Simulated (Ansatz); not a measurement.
# Σ5 (210) boundary in bcc Nb: structure and resistance, part 3 of 3

Aim: the relaxed structure and the specific resistance of the Σ5 (210) boundary in bcc Nb.

Ansatz 0.2.0; Ansatz plane-wave DFT, r2SCAN, PAW files; relaxation of a bicrystal slab with its lowest layers held; PAW set soft_1 (the session's first sound run).

So far. Step 3 (Transmission across the boundary): Over the solved energies the transmission per spin lies between 2.68 and 3.10, out of 5.90 channels of the lead on average (up to 6.45). Step 4 (Specific resistance): Averaged over the energies near the Fermi level, 49.1 % of the channels pass, which makes 0.555 fΩ m².

## Step 5: Single-crystal slab for reference

The free faces cost energy too. A single-crystal slab with the same faces and held layers is relaxed, so that they cancel.

This step: Ansatz plane-wave DFT, r2SCAN, PAW files; relaxation of a single-crystal slab with its lowest layers held; PAW set soft_1 (Ansatz 0.2.0).

System of this step: Nb slab, plane (2, 1, 0). The cell holds 26 atoms: 26 Nb. Its edges and angles: a = 7.393 Å, b = 3.306 Å, c = 29.483 Å, α = 90.0°, β = 90.0°, γ = 90.0°. It derives from Nb. Vacuum lies along c.

input.yaml

```yaml
crystal:
  lattice:
    - [7.393111554, 0.0, 0.0]
    - [0.0, 3.3063, 0.0]
    - [0.0, 0.0, 29.482778885]
  atoms:
    - { symbol: Nb, position: [0.5, 0.5, 0.1695905267] }
    - { symbol: Nb, position: [0.8, 0.0, 0.1946665604] }
    - { symbol: Nb, position: [0.1, 0.5, 0.219742594] }
    - { symbol: Nb, position: [0.4, 0.0, 0.2448186277] }
    - { symbol: Nb, position: [0.7, 0.5, 0.2698946613] }
    - { symbol: Nb, position: [0.0, 0.0, 0.294970695] }
    - { symbol: Nb, position: [0.3, 0.5, 0.3200467286] }
    - { symbol: Nb, position: [0.6, 0.0, 0.3451227623] }
    - { symbol: Nb, position: [0.9, 0.5, 0.3701987959] }
    - { symbol: Nb, position: [0.2, 0.0, 0.3952748296] }
    - { symbol: Nb, position: [0.5, 0.5, 0.4203508632] }
    - { symbol: Nb, position: [0.8, 0.0, 0.4454268969] }
    - { symbol: Nb, position: [0.1, 0.5, 0.4705029305] }
    - { symbol: Nb, position: [0.4, 0.0, 0.4955789642] }
    - { symbol: Nb, position: [0.7, 0.5, 0.5206549978] }
    - { symbol: Nb, position: [0.0, 0.0, 0.5457310315] }
    - { symbol: Nb, position: [0.3, 0.5, 0.5708070651] }
    - { symbol: Nb, position: [0.6, 0.0, 0.5958830988] }
    - { symbol: Nb, position: [0.9, 0.5, 0.6209591324] }
    - { symbol: Nb, position: [0.2, 0.0, 0.6460351661] }
    - { symbol: Nb, position: [0.5, 0.5, 0.6711111997] }
    - { symbol: Nb, position: [0.8, 0.0, 0.6961872333] }
    - { symbol: Nb, position: [0.1, 0.5, 0.721263267] }
    - { symbol: Nb, position: [0.4, 0.0, 0.7463393006] }
    - { symbol: Nb, position: [0.7, 0.5, 0.7714153343] }
    - { symbol: Nb, position: [0.0, 0.0, 0.7964913679] }
kpoints:
  mp_grid: { grid: [3, 7, 1] }
hamiltonian:
  xc: r2scan
  pseudopotentials: { kind: paw, azcp: { folder: soft_1 } }
scf:
  occupations: { method: fermi_dirac, width: 0.1 }
relax:
  f_tol: 0.03
  max_steps: 80
  constraints: [{ sites: [0, 1, 2, 3, 4] }]
```

Launch:

```sh
ansatz run input.yaml --threads 4 --pin off --max-ram 15360MiB --backend cpu --events-out ev --progress --plain --runs-dir out
```

Numbers of over 12 decimals in the logs are rounded to 6 here.

The log of the run:

```text
Warning: crystal.symmetry: narrowed to the stabiliser of the relax constraints — unitary ops 4 → 2; lowered at sites 0, 1, 2, 3, 4, 21, 22, 23, 24, 25 (the operations that carried what is held of a site onto what its image site leaves free; the constrained walk keeps no symmetry that its constraints do not admit)
[...]
Crystal: 26 atoms, lattice volume = 720.672 Å³
Basis set: ecut = 500 eV, 18253 PW (Γ), exchange–correlation on 216×100×864 points (64 copies of the dense FFT grid, shifted against one another)
Bands: 203, of which v1, the nominal top of the filled ones, is band 169 counted from 1 (168 counted from 0)
Symmetry: 2 space group operations
k-points: 8 of 21 (time reversal used)
[...]
SCF iter   1: F=—  HF=-118667.880975 eV  |F-HF|=—  |Δ(HF+E_count)|=         —  Δρ=7.38e-2  dr2=6.53e2  dr2_τ=1.79e0  ethr=3.10e-3  ⟨swp⟩=9.4  Hψ=7990  notcnv=0
[...]
SCF iter   9: F=-118647.699992 eV  HF=-118647.699990 eV  |F-HF|=1.78e-6  |Δ(HF+E_count)|=   3.32e-5  Δρ=2.04e-5  dr2=3.88e-6  dr2_τ=2.60e-7  ethr=6.66e-9  ⟨swp⟩=5.1  Hψ=6093  notcnv=0
SCF 1 converged in 9 iterations: F = -118647.699992 eV  dr2 = 3.88e-6
[...]
relax step   1: F+E_penalty+E_count = -118647.69999153 eV  Δ(F+E_penalty+E_count) = +0.000e0 eV  max|allowed force component| = 1.849e0 eV/Å  Δτ_max = 0.0000 Å  (9 SCF iters, dr2 threshold 2.25e-5 eV, accepted)
[...]
SCF iter   1: F=—  HF=-118647.310228 eV  |F-HF|=—  |Δ(HF+E_count)|=         —  Δρ=7.55e-3  dr2=1.90e0  dr2_τ=3.42e0  ethr=4.70e-4  ⟨swp⟩=2.1  Hψ=6011  notcnv=0  defer=7
eigensolver tolerance schedule calibrated: the retry pair's looser diagonalisation under-reported the residual by θ = 0.17 (0.20/decade); ethr = c·dr2/N_el runs at the constant in force after the calibration composes with the one it found (an armed cap, an earlier calibration), c = 2.4e-2
[...]
SCF iter   2: F=—  HF=-118648.014831 eV  |F-HF|=—  |Δ(HF+E_count)|=   7.05e-1  Δρ=3.41e-3  dr2=3.51e-1  dr2_τ=2.98e-2  ethr=1.37e-4  ⟨swp⟩=3.6  Hψ=3554  notcnv=0  defer=7
[...]
SCF iter   7: F=-118648.004609 eV  HF=-118648.004614 eV  |F-HF|=4.72e-6  |Δ(HF+E_count)|=   1.41e-5  Δρ=2.22e-5  dr2=8.88e-6  dr2_τ=1.17e-6  ethr=7.18e-9  ⟨swp⟩=2.9  Hψ=5264  notcnv=0
SCF 2 converged in 7 iterations: F = -118648.004609 eV  dr2 = 8.88e-6
[...]
relax step   2: F+E_penalty+E_count = -118648.00460919 eV  Δ(F+E_penalty+E_count) = -3.046e-1 eV  max|allowed force component| = 2.958e-1 eV/Å  Δτ_max = 0.1985 Å  (7 SCF iters, dr2 threshold 1.00e-4 eV, accepted)
[...]
SCF iter   7: F=-118648.019149 eV  HF=-118648.019151 eV  |F-HF|=2.50e-6  |Δ(HF+E_count)|=   7.46e-6  Δρ=1.70e-5  dr2=5.32e-6  dr2_τ=3.95e-7  ethr=1.62e-9  ⟨swp⟩=3.2  Hψ=6392  notcnv=0
SCF 3 converged in 7 iterations: F = -118648.019149 eV  dr2 = 5.32e-6
relax step   3: F+E_penalty+E_count = -118648.01914880 eV  Δ(F+E_penalty+E_count) = -1.454e-2 eV  max|allowed force component| = 2.035e-1 eV/Å  Δτ_max = 0.1487 Å  (7 SCF iters, dr2 threshold 5.47e-6 eV, accepted)
[...]
relax step   4: F+E_penalty+E_count = -118648.03896840 eV  Δ(F+E_penalty+E_count) = -1.982e-2 eV  max|allowed force component| = 9.873e-2 eV/Å  Δτ_max = 0.0921 Å  (8 SCF iters, dr2 threshold 2.59e-6 eV, accepted)
[...]
relax step   5: F+E_penalty+E_count = -118648.04212292 eV  Δ(F+E_penalty+E_count) = -3.155e-3 eV  max|allowed force component| = 3.425e-2 eV/Å  Δτ_max = 0.0228 Å  (6 SCF iters, dr2 threshold 2.29e-6 eV, accepted)
[...]
relax step   6: F+E_penalty+E_count = -118648.04222018 eV  Δ(F+E_penalty+E_count) = -9.727e-5 eV  max|allowed force component| = 4.203e-2 eV/Å  Δτ_max = 0.0132 Å  (7 SCF iters, accepted)
SCF iter   1: F=—  HF=-118648.027744 eV  |F-HF|=—  |Δ(HF+E_count)|=         —  Δρ=3.89e-4  dr2=7.33e-3  dr2_τ=2.12e-2  ethr=8.04e-6  ⟨swp⟩=2.0  Hψ=3283  notcnv=0  defer=6
[...]
SCF iter   6: F=-118648.042427 eV  HF=-118648.042427 eV  |F-HF|=3.47e-8  |Δ(HF+E_count)|=   6.90e-8  Δρ=2.29e-6  dr2=4.19e-8  dr2_τ=2.77e-9  ethr=2.96e-11  ⟨swp⟩=5.4  Hψ=5884  notcnv=0
SCF 7 converged in 6 iterations: F = -118648.042427 eV  dr2 = 4.19e-8
relax step   7: F+E_penalty+E_count = -118648.04242705 eV  Δ(F+E_penalty+E_count) = -2.069e-4 eV  max|allowed force component| = 1.512e-2 eV/Å  Δτ_max = 0.0084 Å  (6 SCF iters, accepted)
[...]
SCF iter   2: F=-118648.042427 eV  HF=-118648.042427 eV  |F-HF|=2.59e-9  |Δ(HF+E_count)|=   1.06e-8  Δρ=7.36e-7  dr2=7.76e-9  dr2_τ=2.40e-10  ethr=1.24e-11  ⟨swp⟩=4.4  Hψ=4906  notcnv=0
SCF 8 converged in 2 iterations: F = -118648.042427 eV  dr2 = 7.76e-9
SCF converged after 2 iterations
Free energy (F): -118648.042427 eV
[...]
Internal energy: -118646.920387 eV  (E = F + TS)
E sigma→0 (E₀):  -118647.481407 eV
Entropy (-TS):   -1.122040 eV (-43.155 meV/atom)
Fermi energy:    10.328687 eV
[...]
--- Forces (eV/Å), atoms counted from 1 ---
  atom   1  Nb     0.59211716    -0.00000000     1.84643419
  atom   2  Nb    -0.57751826     0.00000000    -0.15318636
  atom   3  Nb    -0.14341632     0.00000000    -0.14097334
  atom   4  Nb     0.19754153     0.00000000    -0.99973609
  atom   5  Nb    -0.07432312     0.00000000    -0.55237064
  atom   6  Nb    -0.00009474    -0.00000000     0.00017301
  atom   7  Nb     0.00003605    -0.00000000    -0.00004298
  atom   8  Nb     0.00139372    -0.00000000     0.00174616
  atom   9  Nb    -0.00122759     0.00000000    -0.00100408
  atom  10  Nb    -0.00044490     0.00000000    -0.00044206
  atom  11  Nb     0.00077413     0.00000000     0.00028430
  atom  12  Nb     0.00136838    -0.00000000     0.00180134
  atom  13  Nb    -0.00020788    -0.00000000    -0.00187130
  atom  14  Nb    -0.00185093     0.00000000    -0.00096959
  atom  15  Nb     0.00261153     0.00000000     0.00059498
  atom  16  Nb     0.00057144    -0.00000000    -0.00042040
  atom  17  Nb     0.00073606    -0.00000000    -0.00108645
  atom  18  Nb    -0.00495534    -0.00000000     0.00085211
  atom  19  Nb     0.00933808     0.00000000     0.00321609
  atom  20  Nb    -0.00181295     0.00000000     0.00037649
  atom  21  Nb    -0.00293790     0.00000000    -0.00175491
  atom  22  Nb     0.00448893    -0.00000000     0.00599158
  atom  23  Nb    -0.01375620    -0.00000000     0.01123127
  atom  24  Nb     0.00967713     0.00000000    -0.00390269
  atom  25  Nb    -0.00030463    -0.00000000     0.00013799
  atom  26  Nb     0.00214905     0.00000000    -0.01507089
  max |Σ_I F_I| component: 4.76e-5 eV/Å
--- Relaxed structure (7 steps of the walk, 7 accepted, 0 SCFs on fresh bases) ---
  F+E_penalty+E_count = -118648.04242705 eV   max|allowed force component| = 1.512e-2 eV/Å
  atoms:
    - { symbol: Nb, position: [0.5, 0.500000, 0.169591] }
    - { symbol: Nb, position: [0.8, 0.0, 0.194667] }
    - { symbol: Nb, position: [0.1, 0.500000, 0.219743] }
    - { symbol: Nb, position: [0.4, 0.0, 0.244819] }
    - { symbol: Nb, position: [0.700000, 0.500000, 0.269895] }
    - { symbol: Nb, position: [-0.00296482, 6.530099584939807e-19, 0.294311] }
    - { symbol: Nb, position: [0.295896, 0.500000, 0.319437] }
    - { symbol: Nb, position: [0.599666, -1.772028992687956e-19, 0.345302] }
    - { symbol: Nb, position: [0.902097, 0.500000, 0.369922] }
    - { symbol: Nb, position: [0.202030, 4.126911295506101e-19, 0.394858] }
    - { symbol: Nb, position: [0.501655, 0.500000, 0.419991] }
    - { symbol: Nb, position: [0.801487, 3.8994830095884974e-19, 0.445033] }
    - { symbol: Nb, position: [0.101524, 0.500000, 0.470297] }
    - { symbol: Nb, position: [0.401412, 3.29104428773254e-19, 0.495247] }
    - { symbol: Nb, position: [0.701567, 0.500000, 0.520342] }
    - { symbol: Nb, position: [0.00219511, 0, 0.545634] }
    - { symbol: Nb, position: [0.302087, 0.500000, 0.570629] }
    - { symbol: Nb, position: [0.601598, 1.7005852186945948e-19, 0.595711] }
    - { symbol: Nb, position: [0.904087, 0.500000, 0.619668] }
    - { symbol: Nb, position: [0.207349, -1.1430820482984102e-19, 0.646151] }
    - { symbol: Nb, position: [0.505645, 0.500000, 0.671083] }
    - { symbol: Nb, position: [0.802576, 9.36123257987629e-19, 0.695242] }
    - { symbol: Nb, position: [0.105712, 0.500000, 0.720948] }
    - { symbol: Nb, position: [0.415177, 0, 0.746279] }
    - { symbol: Nb, position: [0.707280, 0.500000, 0.769535] }
    - { symbol: Nb, position: [-0.003788, 1.016248956500366e-17, 0.786226] }
```

The job ended after 10 min (4 threads of Arm Neoverse V1, shared host; peak memory 4.4 GiB).

The steps of the relaxation:

```tsv
step	energy less that of the first step (eV)	largest force component (eV/Å)
1	0.0000	1.8489
2	-0.3046	0.2958
3	-0.3192	0.2035
4	-0.3390	0.0987
5	-0.3421	0.0343
6	-0.3422	0.0420
7	-0.3424	0.0151
```

The atoms that moved most (Å):

```tsv
atom	dx	dy	dz	length
Nb26	-0.028	0.000	-0.303	0.304
Nb24	0.112	0.000	-0.002	0.112
Nb25	0.054	0.000	-0.055	0.077
Nb20	0.054	0.000	0.003	0.054
Nb19	0.030	0.000	-0.038	0.049
Nb23	0.042	0.000	-0.009	0.043
Nb21	0.042	0.000	-0.001	0.042
Nb7	-0.030	0.000	-0.018	0.035
```

The relaxed structure:

```xyz
26
Lattice="7.3931 0.0000 0.0000 0.0000 3.3063 0.0000 0.0000 0.0000 29.4828" Properties=species:S:1:pos:R:3
Nb    3.6966    1.6531    5.0000
Nb    5.9145    0.0000    5.7393
Nb    0.7393    1.6531    6.4786
Nb    2.9572    0.0000    7.2179
Nb    5.1752    1.6531    7.9572
Nb   -0.0219    0.0000    8.6771
Nb    2.1876    1.6531    9.4179
Nb    4.4334    0.0000   10.1805
Nb    6.6693    1.6531   10.9063
Nb    1.4936    0.0000   11.6415
Nb    3.7088    1.6531   12.3825
Nb    5.9255    0.0000   13.1208
Nb    0.7506    1.6531   13.8657
Nb    2.9677    0.0000   14.6012
Nb    5.1868    1.6531   15.3411
Nb    0.0162    0.0000   16.0868
Nb    2.2334    1.6531   16.8237
Nb    4.4477    0.0000   17.5632
Nb    6.6840    1.6531   18.2695
Nb    1.5330    0.0000   19.0503
Nb    3.7383    1.6531   19.7854
Nb    5.9335    0.0000   20.4977
Nb    0.7815    1.6531   21.2555
Nb    3.0694    0.0000   22.0024
Nb    5.2290    1.6531   22.6880
Nb   -0.0280    0.0000   23.1801
```

This step gave:

- free energy: -118648.0424 eV
- energy at zero smearing: -118647.4814 eV
- Fermi energy: 10.33 eV

The largest force component on a free atom ends at 0.015 eV/Å, under the tolerance of 0.03, after 7 steps.

## Step 6: Bulk reference

The perfect crystal gives the energy per atom, for the atoms by which bicrystal and slab differ.

This step: Ansatz plane-wave DFT, r2SCAN, PAW files; bulk reference; PAW set soft_1 (Ansatz 0.2.0).

System of this step: Nb. The structure is cubic, space group Im-3m (No. 229). Conventional cell: a = 3.306 Å, b = 3.306 Å, c = 3.306 Å, α = 90.00°, β = 90.00°, γ = 90.00°. Nearest to Nb lie 8 Nb at 2.86 Å.

input.yaml, the sections that differ from step 5:

```yaml
crystal:
  lattice:
    - [-1.65315, 1.65315, 1.65315]
    - [1.65315, -1.65315, 1.65315]
    - [1.65315, 1.65315, -1.65315]
  atoms:
    - { symbol: Nb, position: [0.0, 0.0, 0.0] }
kpoints:
  mp_grid: { grid: [18, 18, 18] }
# hamiltonian, scf: as in step 5
# relax: removed
```

The log of the run:

```text
[...]
Crystal: 1 atoms, lattice volume = 18.072 Å³
Basis set: ecut = 500 eV, 459 PW (Γ), exchange–correlation on 96×96×96 points (64 copies of the dense FFT grid, shifted against one another)
Bands: 11, of which v1, the nominal top of the filled ones, is band 7 counted from 1 (6 counted from 0)
Symmetry: 48 space group operations
[...]
k-points: 195 of 5832
[...]
SCF iter   1: F=—  HF=-4564.021697 eV  |F-HF|=—  |Δ(HF+E_count)|=         —  Δρ=7.68e-2  dr2=1.25e0  dr2_τ=1.86e-2  ethr=3.10e-3  ⟨swp⟩=5.0  Hψ=12330  notcnv=0
[...]
SCF iter   6: F=-4563.680601 eV  HF=-4563.680601 eV  |F-HF|=7.23e-9  |Δ(HF+E_count)|=   2.63e-7  Δρ=1.40e-5  dr2=1.73e-8  dr2_τ=1.65e-9  ethr=7.69e-10  ⟨swp⟩=3.0  Hψ=4921  notcnv=0
SCF 1 converged in 6 iterations: F = -4563.680601 eV  dr2 = 1.73e-8
[...]
SCF converged after 6 iterations
Free energy (F): -4563.680601 eV
[...]
Internal energy: -4563.634526 eV  (E = F + TS)
E sigma→0 (E₀):  -4563.657563 eV
Entropy (-TS):   -0.046075 eV (-46.075 meV/atom)
Fermi energy:    17.691632 eV
[...]
```

Wall time 1.3 s (4 threads); peak memory 0.34 GiB.

Numbers from this step:

```
free energy             : -4563.6806 eV
energy at zero smearing : -4563.6576 eV
Fermi energy            : 17.69 eV
```

## Step 7: Boundary energy

This step: Ansatz plane-wave DFT, r2SCAN, PAW files; bicrystal less single-crystal slab less bulk atoms, a boundary area; PAW set soft_1 (Ansatz 0.2.0).

This step gave:

| Property | Result |
| --- | --- |
| excess energy of the cell | 1.914 eV |
| boundary energy | 1.254 J/m² |

The boundary costs 1.3 J/m².

By hand: 1.91 eV / 24.44 Å² × 16.02 = 1.25 J/m².

## Step 8: What came out

- specific resistance of the boundary: 0.555 fΩ m²
- share of channels that pass: 0.491
- boundary energy: 1.25 J/m²

**Reading.** The boundary has a specific resistance of 0.55 fΩ m² and an energy of 1.3 J/m². The boundary reflects 51 % of the channels; 0.55 fΩ m² is 5.5×10⁻¹² Ω·cm². One starting structure was relaxed; another shift or atom count at the boundary may lie lower.

[Logs are printed without paths, hosts, clocks, repeated set-up lines and the standing remarks that a program may print on its own settings, such as how far it seeks lower states.]

[Hosts, paths, dates, database ids (printed as entryN), source tags and the programs' standing remarks are cut or masked in the printed files.]
